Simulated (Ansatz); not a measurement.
Entries from a set of simulations; values are calculated unless marked as measured.

## TiO2 (C2/m): band gap by G0W0 on LDA

Symmetry: C2/m, No. 12, monoclinic system. Conventional cell: a = 12.307 Å, b = 3.767 Å, c = 6.616 Å, α = 90.00°, β = 106.95°, γ = 90.00°. Ti has 5 O at 1.78 to 2.03 Å nearest. Ti has 6 O at 1.86 to 2.16 Å nearest. Nearest to O lie 3 Ti at 1.86 to 2.16 Å. Nearest to O lie 3 Ti at 1.94 to 2.03 Å. Nearest to O lie 2 Ti at 1.78 to 1.87 Å. Nearest to O lie 3 Ti at 1.96 to 2.16 Å. Farther neighbours and most contacts between anions are not listed.

| Property | Result |
| --- | --- |
| method | DFT, LDA, plane waves, PAW; PAW set soft_1 (and 1 further level or step) |
| program | Ansatz 0.2.0 |
| settings of one run | cutoff 420 eV, 6×6×4 k-mesh, smearing width 0.02 eV, PAW set soft 1 |
| cost | 2 runs, 1.9 min in all on 1 × NVIDIA H100 80GB HBM3 (shared by 6 runs) with 3 threads of AMD EPYC 7R13 (Zen 3), shared host (the runs of this entry) |
| notes | The cell and positions are those that the Materials Project relaxed with its own functionals (PBE, PBE+U or r2SCAN), kept fixed. This is not the form that TiO2 usually takes at ambient conditions. From 180 bands and 54 eV to 852 bands and 180 eV the gap moves by 4.381 − 4.557 = −0.176 eV (rung by rung 4.557, 4.362, 4.381 eV); bands and screening cutoff rise together, so their parts are not told apart. An edge row is in doubt in the run with 180 bands, so no limit is drawn and it is not known. |
| LDA gap over mesh and path | 2.657 eV, from k = (-0.714, -0.286, 0.500) to k = Γ |
| G0W0@LDA gap over all 14 irreducible mesh points | 4.381 eV, from k = (0.250, -0.250, -0.500) to k = Γ |
| GW settings | 4×4×2 mesh, 804 empty bands, screening to 180 eV, PAW set soft_1 files |
| known limits | finite bands, screening cutoff and k mesh; no spin-orbit coupling in G0W0 |

Over all 14 irreducible mesh points the G0W0 gap is 4.381 eV, from k = (0.250, -0.250, -0.500) to k = Γ. The LDA gap of this run on the mesh is 2.669 eV. The two states that bound the G0W0 gap lie that far apart at the start, so the correction of the gap is 4.381 − 2.669 = +1.712 eV. The valence state moves by 5.407 − 5.702 = −0.295 eV and the conduction state by 9.788 − 8.371 = +1.417 eV, on the run's own scale; how far single levels stand from their limit in bands is not shown.

[Runs of the session that timed out or met a known fault of the program may be left out.]

[Cells called generated may have been cut or substituted from an entry of the Crystallography Open Database or the Materials Project.]

[Hosts, paths, dates, database ids (printed as entryN), source tags and the programs' standing remarks are cut or masked in the printed files.]
